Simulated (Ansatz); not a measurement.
# The perfect Ir wire along [110], 8 atoms a period, part 2 of 2

What gap, if any, does the Ir wire along [110], 8 atoms a period have, and how many channels would it open?

Ansatz 0.2.0; DFT PBE, plane waves, PAW; relaxation of a wire's period; PAW set soft_1 (the session's first sound run).

So far: The structure; The relaxed wire.

**2. The relaxed wire (continued)**

The steps of the relaxation:

```
step  energy less that of the first step (eV)  largest force component (eV/Å)  pressure (GPa)  volume (Å³)
   1                                   0.0000                          2.2027           -8.89       358.35
   2                                  -1.7300                          0.9946            2.41       342.20
   3                                  -2.1606                          0.4944           -0.84       341.26
   4                                  -2.2624                          0.1854           -0.37       340.52
   5                                  -2.2757                          0.0359           -0.05       341.99
   6                                  -2.2762                          0.0266            0.07       342.31
   7                                  -2.2764                          0.0010           -0.04       342.47
  8*                                  -2.2733                          0.0010           -0.03       342.47
```

Relaxation steps marked * repeat the geometry before them on a plane-wave basis chosen anew for their cell, so energy and pressure can jump there.

Forces are held to the 8 operations that the run works with; a distortion that breaks them can't arise in this run.

```
cell as run  before  after  change
      c (Å)   2.737  2.615  -4.4 %
```

The atoms that moved most (Å, along periodic axes as changes of fractional coordinates times the final cell, across vacuum about the mean position):

```
atom      dx      dy     dz  length
 Ir7  -0.207  -0.322  0.000   0.383
 Ir8   0.207  -0.322  0.000   0.383
 Ir1  -0.207   0.322  0.000   0.383
 Ir3   0.207   0.322  0.000   0.383
 Ir5   0.000  -0.234  0.000   0.234
 Ir6   0.000   0.234  0.000   0.234
 Ir4  -0.194   0.000  0.000   0.194
 Ir2   0.194   0.000  0.000   0.194
```

Numbers from this step:

| Quantity | Value |
| --- | --- |
| energy at zero smearing | -95482.9497 eV |
| cell length along the wire | 2.615 Å |

The cell's length comes to 2.615 Å with spin left out.

**3. The perfect wire**

This step: DFT PBE, plane waves, PAW; bands of a perfect wire; PAW set soft_1 (Ansatz 0.2.0).

At the relaxed period the bands are computed along the axis; those that cross an energy going forward count the channels that a perfect wire would open there.

Input file input.yaml:

```yaml
crystal:
  lattice:
    - [10.67, 0.0, 0.0]
    - [0.0, 12.273, 0.0]
    - [0.0, 0.0, 2.6152507748]
  atoms:
    - { symbol: Ir, position: [0.299230643, 0.303303744, 0.0] }
    - { symbol: Ir, position: [0.336835201, 0.5, 0.0] }
    - { symbol: Ir, position: [0.700769357, 0.303303744, 0.0] }
    - { symbol: Ir, position: [0.663164799, 0.5, 0.0] }
    - { symbol: Ir, position: [0.5, 0.369443897, 0.5] }
    - { symbol: Ir, position: [0.5, 0.630556103, 0.5] }
    - { symbol: Ir, position: [0.299230643, 0.696696256, 0.0] }
    - { symbol: Ir, position: [0.700769357, 0.696696256, 0.0] }
kpoints:
  mp_grid: { grid: [1, 1, 31] }
  band_path: { path: ["Γ", Z], npoints: 90 }
scf:
  occupations: { method: fermi_dirac, width: 0.05 }
hamiltonian:
  xc: pbe
  pseudopotentials: { kind: paw, azcp: { folder: soft_1 } }
output:
  dos: { e_range: [-5, 4] }
  write_potential: true
  write_density: true
  volumetric_format: npy
```

Command:

```sh
$ ansatz run input.yaml --threads 4 --pin off --max-ram 16384MiB --backend cpu --events-out ev --progress --plain --runs-dir out
```

Numbers of over 12 decimals in the logs are rounded to 6 here.

Log:

```text
[...]
Crystal: 8 atoms, lattice volume = 342.475 Å³
Basis set: ecut = 420 eV, 6711 PW (Γ)
Bands: 82, of which v1, the nominal top of the filled ones, is band 68 counted from 1 (67 counted from 0)
Symmetry: 8 space group operations
[...]
k-points: 16 of 31
[...]
SCF iter   1: F=—  HF=-95485.264022 eV  |F-HF|=—  |Δ(HF+E_count)|=         —  Δρ=3.58e-2  dr2=1.02e1  ethr=3.10e-3  ⟨swp⟩=7.8  Hψ=5643  notcnv=0  defer=7
[...]
SCF iter  11: F=-95482.997102 eV  HF=-95482.997102 eV  |F-HF|=6.74e-9  |Δ(HF+E_count)|=   1.29e-7  Δρ=1.99e-6  dr2=1.83e-8  ethr=7.35e-11  ⟨swp⟩=11.0  Hψ=3946  notcnv=0
SCF 1 converged in 11 iterations: F = -95482.997102 eV  dr2 = 1.83e-8
[...]
NSCF: frozen V_eff on 91 k-points
WARN: The output density's exchange-correlation potential varies sharply where the density is thin. Do not read a vacuum level from v_tot or v_xc, or from such a field of the output density. On a cell that repeats whose density bears no net charge and no dipole along the vacuum's axis use v_es (v_loc + v_h of the components); under efield.dipole_correction with no amplitude use v_es + v_field, which holds any externa [...]
SCF converged after 11 iterations
Free energy (F): -95482.997102 eV
[...]
Internal energy: -95482.899687 eV  (E = F + TS)
E sigma→0 (E₀):  -95482.948395 eV
Entropy (-TS):   -0.097415 eV (-12.177 meV/atom)
Fermi energy:    5.189323 eV
[...]
--- Band table (eV; the first three rows and the last of 16) ---
  k-point 0: bands = [... 64 lower, 4.7707, 4.8381, 5.0143, 5.1077, 5.2479, 5.2925, 5.5153, 5.7435, ... 10 higher]
  k-point 1: bands = [... 64 lower, 4.6905, 4.8254, 5.0477, 5.1925, 5.2378, 5.3281, 5.5358, 5.6124, ... 10 higher]
  k-point 2: bands = [... 64 lower, 4.4938, 4.9445, 4.9814, 5.0586, 5.3246, 5.3646, 5.4938, 5.5263, ... 10 higher]
  k-point 15: bands = [... 64 lower, 5.0628, 5.6026, 5.7012, 5.8154, 5.9502, 6.3592, 6.9436, 7.1510, ... 10 higher]
```

It took 32 s on 4 threads of Arm Neoverse V1, shared host; peak memory 1.5 GiB; 2.1 min of CPU time.

Reading the cycles: dr2 is the Hartree energy of the density residual (eV), the measure of convergence; HF is the Harris–Foulkes estimate of the energy, which meets the free energy F at convergence.

Numbers from this step:

| Property | Result |
| --- | --- |
| energy at zero smearing | -95482.9484 eV |
| band gap | 0 eV |

The electronic bands at the labelled points (eV, zero at the Fermi level):

```
  point  band 65  band 66  band 67  band 68  band 69  band 70  band 71  band 72
      Γ    -0.42    -0.35    -0.17    -0.08     0.06     0.10     0.33     0.55
halfway    -1.00    -1.00    -0.74    -0.57    -0.49     0.01     0.03     0.12
      Z    -0.13     0.42     0.51     0.64     0.77     1.18     1.80     1.98
```

Between Γ and Z the bands cross the Fermi level 11 times, so a perfect wire would conduct at least 11 G₀, with spin left out.

**4. What came out**

- cell length, PBE: 2.615 Å
- ballistic conductance by band crossings, a lower bound, PBE: 11 G₀

In words: Under PBE the cell's length is 2.62 Å, and the bands cross the Fermi level 11 times between Γ and Z, which gives a perfect wire at least 11 G₀ (opposite crossings within one step of the path cancel in such a count). No spin was allowed, though thin wires with open d shells can turn magnetic. Spin-orbit coupling is left out, which matters for the bands of heavy atoms.

[Logs are printed without paths, hosts, clocks, repeated set-up lines and the standing remarks that a program may print on its own settings, such as how far it seeks lower states.]

[Hosts, paths, dates, database ids (printed as entryN), source tags and the programs' standing remarks are cut or masked in the printed files.]
